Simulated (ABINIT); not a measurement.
## CdS (Greenockite): G0W0 in ABINIT against the screening cutoff in the self-energy

How does the gap of CdS (Greenockite) converge in the screening cutoff in the self-energy?

Calculated with ABINIT 10.8.3; PBE and many-body steps on it, plane waves.

The database entry behind the starting cell differs from later determinations by our own check (about 0.35 % long), so it need not match the best structure at ambient conditions.

### Step 1. Set-up

Symmetry: P6_3mc, No. 186, hexagonal system. Conventional cell: a = 4.150 Å, b = 4.150 Å, c = 6.737 Å, α = 90.00°, β = 90.00°, γ = 120.00°. Nearest to Cd lie 4 S at 2.53 to 2.54 Å. Nearest to S lie 4 Cd at 2.53 to 2.54 Å. Farther neighbours and most contacts between anions are not listed.

As a file:

```cif
data_structure
_symmetry_space_group_name_H-M 'P6_3mc'
_symmetry_Int_Tables_number 186
_cell_length_a 4.1500
_cell_length_b 4.1500
_cell_length_c 6.7370
_cell_angle_alpha 90.000
_cell_angle_beta 90.000
_cell_angle_gamma 120.000
_cell_volume 100.48
loop_
_atom_site_label
_atom_site_type_symbol
_atom_site_symmetry_multiplicity
_atom_site_Wyckoff_symbol
_atom_site_fract_x
_atom_site_fract_y
_atom_site_fract_z
_atom_site_occupancy
Cd1 Cd 2 b 0.33333 0.66667 0.00000 1
S1 S 2 b 0.33333 0.66667 0.37500 1
```

The cell and positions come from the Crystallography Open Database and are kept as given unless a step says otherwise.

### Step 2. Screening, 3×3×2 mesh, 189 bands, screening to 176.9 eV

This step: ABINIT 10.8.3; RPA screening on PBE, plane waves, norm-conserving pseudopotentials.

The RPA dielectric matrix is built and inverted for each q.

Contents of run.abi:

```
acell 3*1.0 Angstrom
rprim 
  4.149999999997 0.000000000001 0.000000000000
  -2.074999999999 3.594005425702 0.000000000000
  0.000000000000 0.000000000000 6.737000000000
ntypat 2
znucl 48 16
natom 4
typat 1 1 2 2
xred 
  0.333333333333 0.666666666667 0.000000000000
  0.666666666667 0.333333333333 0.500000000000
  0.333333333333 0.666666666667 0.375000000000
  0.666666666667 0.333333333333 0.875000000000
pp_dirpath "pseudos"
pseudos "Cd.upf, S.upf"
ecut 47
ngkpt 3 3 2
nshiftk 1
shiftk 0 0 0
kptopt 1
chksymbreak 0
istwfk *1
occopt 1
irdwfk 1
optdriver 3
nband 189
ecuteps 6.5
inclvkb 2
awtr 1
symchi 1
indata_prefix "in"
outdata_prefix "out"
tmpdata_prefix "tmp"
```

Run with:

```console
OMP_NUM_THREADS=1 mpirun -n 4 abinit run.abi > log
```

The program printed:

```text
.Version 10.8.3 of ABINIT. v10.8.2 released Aug 2026.

 Symmetries : space group P6_3 m c (#186); Bravais hP (primitive hexag.)
[... echo of the input left out ...]
== DATASET  1 ==================================================================
-   mpi_nproc: 4, omp_nthreads: 1 (-1 if OMP is not activated)

--- !DatasetInfo
iteration_state: {dtset: 1, }
dimensions: {natom: 4, nkpt: 6, mband: 189, nsppol: 1, nspinor: 1, nspden: 1, mpw: 10458, }
cutoff_energies: {ecut:  47.0, pawecutdg:  -1.0, }
electrons: {nelect:   5.20000000E+01, charge:   0.00000000E+00, occopt:   1.00000000E+00, tsmear:   1.00000000E-02, }

 SCREENING: Calculation of the susceptibility and dielectric matrices

 Based on a program developped by R.W. Godby, V. Olevano, G. Onida, and L. Reining.
 Incorporated in ABINIT by V. Olevano, G.-M. Rignanese, and M. Torrent.
.Using double precision arithmetic ; gwpc =  8

[... cell and pseudopotentials left out ...]
--------------------------------------------------------------------------------

 ==== K-mesh for the wavefunctions ====
 Number of points in the irreducible wedge :     6
[... list of points left out ...]
 Together with 12 symmetry operations and time-reversal symmetry
 yields    18 points in the full Brillouin Zone.

 ==== Q-mesh for the screening function ====
 Number of points in the irreducible wedge :     6
[... list of points left out ...]
 Together with 12 symmetry operations and time-reversal symmetry
 yields    18 points in the full Brillouin Zone.

 setmesh: FFT mesh size selected  =    30x   30x   54
          total number of points  =        48600

 vcoul_init : cutoff-mode = AUXILIARY_FUNCTION
 q-points for optical limit:   1
     1)      0.000010    0.000020    0.000030

- screening: taking advantage of time-reversal symmetry
- Maximum band index for partially occupied states nbvw = 26
- Remaining bands to be divided among processors   nbcw = 163
- Number of bands treated by each node ~40

 Number of electrons calculated from density =   52.0000; Expected =   52.0000
 average of density, n =  0.076686
 r_s =    1.4602
 omega_plasma =   26.7124 [eV]

 calculating chi0 at frequencies [eV] :
  1    0.000000E+00    0.000000E+00
  2    0.000000E+00    2.671236E+01

--------------------------------------------------------------------------------
  q-point number  1        q = ( 0.000000, 0.000000, 0.000000) [r.l.u.]
--------------------------------------------------------------------------------
[... chi0 elements left out ...]
 For q-point:  0.000010 0.000020 0.000030
  dielectric constant =  13.9108
  dielectric constant without local fields =  14.7284

  Average fulfillment of the sum rule on Im[epsilon] for q-point    1 :     63.88  [%]
[... wings left out ...]
  q-point number  2        q = ( 0.333333, 0.000000, 0.000000) [r.l.u.]
--------------------------------------------------------------------------------
[... chi0 elements left out ...]
  Average fulfillment of the sum rule on Im[epsilon] for q-point    2 :     68.41  [%]

 [... 4 further q-points ...]
```

Elapsed: 2 min, on 4 MPI ranks of Intel Xeon Platinum 8488C (Sapphire Rapids), shared host; peak memory 1.9 GiB.

This step gave:

- ε∞ with local fields, on this mesh, along the program's q direction: 13.91
- the same without local fields: 14.73
- plasma frequency: 26.71 eV
- plane waves in the screening matrix: 549

Local fields lower ε∞ by 6 %. On a Γ-centred mesh this coarse the value itself is usually too large, while a short band sum pulls it down.

### Step 3. 0.7 Ha

This step: G0W0 on PBE, plane waves, norm-conserving pseudopotentials.

Changes to run.abi since step 2:

```diff
@@ -25,8 +25,15 @@
 irdwfk 1
-optdriver 3
+optdriver 4
 nband 189
-ecuteps 6.5
-inclvkb 2
-awtr 1
-symchi 1
+gwcalctyp 0
+ecutsigx 47
+symsigma 1
+nkptgw 1
+kptgw 
+  0.0000000000 0.0000000000 0.0000000000
+bdgw 
+  25 28
+ecuteps 0.7
+irdscr 1
+ppmodel 1
 indata_prefix "in"
```

The program printed:

```text
.Version 10.8.3 of ABINIT. v10.8.2 released Aug 2026.

 Symmetries : space group P6_3 m c (#186); Bravais hP (primitive hexag.)
[... echo of the input left out ...]
== DATASET  1 ==================================================================
-   mpi_nproc: 4, omp_nthreads: 1 (-1 if OMP is not activated)

--- !DatasetInfo
iteration_state: {dtset: 1, }
dimensions: {natom: 4, nkpt: 6, mband: 189, nsppol: 1, nspinor: 1, nspden: 1, mpw: 10458, }
cutoff_energies: {ecut:  47.0, pawecutdg:  -1.0, }
electrons: {nelect:   5.20000000E+01, charge:   0.00000000E+00, occopt:   1.00000000E+00, tsmear:   1.00000000E-02, }

 SIGMA: Calculation of the GW corrections

 Based on a program developped by R.W. Godby, V. Olevano, G. Onida, and L. Reining.
 Incorporated in ABINIT by V. Olevano, G.-M. Rignanese, and M. Torrent.
.Using double precision arithmetic ; gwpc =  8

[... cell and pseudopotentials left out ...]
--------------------------------------------------------------------------------

 ==== K-mesh for the wavefunctions ====
 Number of points in the irreducible wedge :     6
[... list of points left out ...]
 Together with 12 symmetry operations and time-reversal symmetry
 yields    18 points in the full Brillouin Zone.

 ==== Q-mesh for screening function ====
 Number of points in the irreducible wedge :     6
[... list of points left out ...]
 Together with 12 symmetry operations and time-reversal symmetry
 yields    18 points in the full Brillouin Zone.

 vcoul_init : cutoff-mode = AUXILIARY_FUNCTION
 q-points for optical limit:   1
     1)      0.000010    0.000020    0.000030
 setmesh: FFT mesh size selected  =    45x   45x   80
          total number of points  =       162000

 Number of electrons calculated from density =   52.0000; Expected =   52.0000
 average of density, n =  0.076686
 r_s =    1.4602
 omega_plasma =   26.7124 [eV]

 === KS Band Gaps ===
  >>>> For spin  1
   Minimum direct gap =   1.1750 [eV], located at k-point      :   0.0000  0.0000  0.0000
   Fundamental gap    =   1.1750 [eV], Top of valence bands at :   0.0000  0.0000  0.0000
                                       Bottom of conduction at :   0.0000  0.0000  0.0000
 SIGMA fundamental parameters:
 PLASMON POLE MODEL  1
 number of plane-waves for SigmaX                10383
 number of plane-waves for SigmaC and W             23
 number of plane-waves for wavefunctions         10383
 number of bands                                   189
 number of independent spin polarizations            1
 number of spinorial components                      1
 number of k-points in IBZ                           6
 number of q-points in IBZ                           6
 number of symmetry operations                      12
 number of k-points in BZ                           18
 number of q-points in BZ                           18
 number of frequencies for dSigma/dE                 9
 frequency step for dSigma/dE [eV]                0.25
 number of omega for Sigma on real axis              0
 max omega for Sigma on real axis  [eV]           0.00
 zcut for avoiding poles [eV]                     0.10

 EPSILON^-1 parameters (SCR file):
 dimension of the eps^-1 matrix on file            549
 dimension of the eps^-1 matrix used                23
 number of plane-waves for wavefunctions         10383
 number of bands                                   189
 number of q-points in IBZ                           6
 number of frequencies                               2
 number of real frequencies                          1
 number of imag frequencies                          1

 matrix elements of self-energy operator (all in [eV])

 Perturbative Calculation

--- !SelfEnergy_ee
iteration_state: {dtset: 1, }
kpoint     : [   0.000,    0.000,    0.000, ]
spin       : 1
KS_gap     :    1.175
QP_gap     :    1.987
Delta_QP_KS:    0.812
data: !SigmaeeData |
     Band     E0 <VxcDFT>   SigX SigC(E0)      Z dSigC/dE  Sig(E)    E-E0       E
       25   4.259 -15.271 -18.229   2.674   0.815  -0.227 -15.502  -0.231   4.028
       26   4.259 -15.271 -18.229   2.674   0.815  -0.227 -15.502  -0.231   4.028
       27   5.434 -10.670  -6.577  -3.393   0.830  -0.204 -10.089   0.581   6.015
       28   7.023 -11.014  -6.546  -3.476   0.830  -0.205 -10.191   0.823   7.845

== END DATASET(S) ==============================================================
================================================================================

 -outvars: echo values of variables after computation  --------
           etotal      0.0000000000E+00
            nband         189
             nkpt           6
          spgroup         186
 [... the other variables as echoed above ...]

 Calculation completed.
```

The job ended after 4.7 s (4 MPI ranks; peak memory 1.1 GiB; 18 s of CPU time).

Numbers from this step:

```
G0W0 gap on the points computed              : 1.987 eV
starting gap on the mesh                     : 1.175 eV
k of the valence top                         : 0, 0, 0
k of the conduction bottom                   : 0, 0, 0
Z at the valence top                         : 0.815
Z at the conduction bottom                   : 0.83
least direct G0W0 gap on the computed points : 1.987 eV
```

### Step 4. 1.3 Ha

Changes to run.abi since step 3:

```diff
@@ -35,3 +35,3 @@
   25 28
-ecuteps 0.7
+ecuteps 1.3
 irdscr 1
```

The program printed:

```text
.Version 10.8.3 of ABINIT. v10.8.2 released Aug 2026.

 Symmetries : space group P6_3 m c (#186); Bravais hP (primitive hexag.)
[... echo of the input left out ...]
== DATASET  1 ==================================================================
-   mpi_nproc: 4, omp_nthreads: 1 (-1 if OMP is not activated)

--- !DatasetInfo
iteration_state: {dtset: 1, }
dimensions: {natom: 4, nkpt: 6, mband: 189, nsppol: 1, nspinor: 1, nspden: 1, mpw: 10458, }
cutoff_energies: {ecut:  47.0, pawecutdg:  -1.0, }
electrons: {nelect:   5.20000000E+01, charge:   0.00000000E+00, occopt:   1.00000000E+00, tsmear:   1.00000000E-02, }

 SIGMA: Calculation of the GW corrections

 Based on a program developped by R.W. Godby, V. Olevano, G. Onida, and L. Reining.
 Incorporated in ABINIT by V. Olevano, G.-M. Rignanese, and M. Torrent.
.Using double precision arithmetic ; gwpc =  8

[... cell and pseudopotentials left out ...]
--------------------------------------------------------------------------------

 ==== K-mesh for the wavefunctions ====
 Number of points in the irreducible wedge :     6
[... list of points left out ...]
 Together with 12 symmetry operations and time-reversal symmetry
 yields    18 points in the full Brillouin Zone.

 ==== Q-mesh for screening function ====
 Number of points in the irreducible wedge :     6
[... list of points left out ...]
 Together with 12 symmetry operations and time-reversal symmetry
 yields    18 points in the full Brillouin Zone.

 vcoul_init : cutoff-mode = AUXILIARY_FUNCTION
 q-points for optical limit:   1
     1)      0.000010    0.000020    0.000030
 setmesh: FFT mesh size selected  =    45x   45x   80
          total number of points  =       162000

 Number of electrons calculated from density =   52.0000; Expected =   52.0000
[...]
number of k-points in IBZ                           6
 number of q-points in IBZ                           6
 number of symmetry operations                      12
 number of k-points in BZ                           18
 number of q-points in BZ                           18
 number of frequencies for dSigma/dE                 9
 frequency step for dSigma/dE [eV]                0.25
 number of omega for Sigma on real axis              0
 max omega for Sigma on real axis  [eV]           0.00
 zcut for avoiding poles [eV]                     0.10

 EPSILON^-1 parameters (SCR file):
 dimension of the eps^-1 matrix on file            549
 dimension of the eps^-1 matrix used                43
 number of plane-waves for wavefunctions         10383
 number of bands                                   189
 number of q-points in IBZ                           6
 number of frequencies                               2
 number of real frequencies                          1
 number of imag frequencies                          1

 matrix elements of self-energy operator (all in [eV])

 Perturbative Calculation

--- !SelfEnergy_ee
iteration_state: {dtset: 1, }
kpoint     : [   0.000,    0.000,    0.000, ]
spin       : 1
KS_gap     :    1.175
QP_gap     :    1.891
Delta_QP_KS:    0.716
data: !SigmaeeData |
     Band     E0 <VxcDFT>   SigX SigC(E0)      Z dSigC/dE  Sig(E)    E-E0       E
       25   4.259 -15.271 -18.229   2.634   0.801  -0.249 -15.530  -0.260   3.999
       26   4.259 -15.271 -18.229   2.634   0.801  -0.249 -15.530  -0.260   3.999
       27   5.434 -10.670  -6.577  -3.538   0.824  -0.214 -10.213   0.457   5.891
       28   7.023 -11.014  -6.546  -3.702   0.823  -0.215 -10.383   0.631   7.653

== END DATASET(S) ==============================================================
================================================================================

 -outvars: echo values of variables after computation  --------
           etotal      0.0000000000E+00
            nband         189
             nkpt           6
          spgroup         186
 [... the other variables as echoed above ...]

 Calculation completed.
```

It took 5 s on 4 MPI ranks; peak memory 1.1 GiB; 19 s of CPU time.

This step gave:

```yaml
g0w0_gap_on_the_points_computed: 1.892 eV
starting_gap_on_the_mesh: 1.175 eV
k_of_the_valence_top: 0, 0, 0
k_of_the_conduction_bottom: 0, 0, 0
z_at_the_valence_top: 0.801
z_at_the_conduction_bottom: 0.824
least_direct_g0w0_gap_on_the_computed_points: 1.892 eV
```

### Step 5. 2.3 Ha

The self-energy is evaluated for the states that the input lists, and the levels follow from it, in one-shot runs by the linearised quasiparticle equation.

Changes to run.abi since step 4:

```diff
@@ -35,3 +35,3 @@
   25 28
-ecuteps 1.3
+ecuteps 2.3
 irdscr 1
```

The program printed:

```text
.Version 10.8.3 of ABINIT. v10.8.2 released Aug 2026.

 Symmetries : space group P6_3 m c (#186); Bravais hP (primitive hexag.)
[... echo of the input left out ...]
== DATASET  1 ==================================================================
-   mpi_nproc: 4, omp_nthreads: 1 (-1 if OMP is not activated)

--- !DatasetInfo
iteration_state: {dtset: 1, }
dimensions: {natom: 4, nkpt: 6, mband: 189, nsppol: 1, nspinor: 1, nspden: 1, mpw: 10458, }
cutoff_energies: {ecut:  47.0, pawecutdg:  -1.0, }
[...]
26   4.259 -15.271 -18.229   2.457   0.787  -0.271 -15.665  -0.394   3.865
       27   5.434 -10.670  -6.577  -3.623   0.816  -0.225 -10.286   0.383   5.817
       28   7.023 -11.014  -6.546  -3.878   0.817  -0.224 -10.532   0.482   7.504

== END DATASET(S) ==============================================================
================================================================================

 -outvars: echo values of variables after computation  --------
           etotal      0.0000000000E+00
            nband         189
             nkpt           6
          spgroup         186
 [... the other variables as echoed above ...]

 Calculation completed.
```

Elapsed: 5 s, on 4 MPI ranks; peak memory 1.1 GiB.

This step gave:

| Quantity | Value |
| --- | --- |
| G0W0 gap on the points computed | 1.952 eV |
| starting gap on the mesh | 1.175 eV |
| k of the valence top | 0, 0, 0 |
| k of the conduction bottom | 0, 0, 0 |
| least direct G0W0 gap on the computed points | 1.952 eV |

The gap on the mesh goes from 1.18 eV to 1.95 eV, a correction of +0.78 eV.

(Part 1 of 2 ends here.)

[Paths, hosts, dates, memory and timing lines, banners, echoed tables and standing remarks are left out of the program output.]

[Logs are printed without paths, hosts, clocks, repeated set-up lines and the standing remarks that a program may print on its own settings, such as how far it seeks lower states.]

[Runs of the session that timed out or met a known fault of the program may be left out.]

[No measured gap is set beside runs whose start may be inverted or whose files or cutoffs have a known fault.]

[Hosts, paths, dates, database ids (printed as entryN), source tags and the programs' standing remarks are cut or masked in the printed files.]

[G0W0 gaps are taken among the corrected bands and points alone; a level outside them can change the order at an edge.]

[Where Ansatz stands beside ABINIT at settings called matched, ABINIT's density can come from a denser mesh and the files from another edition; pairs whose starting gaps differed by over 0.03 eV were left out, so agreement reads better than it is.]
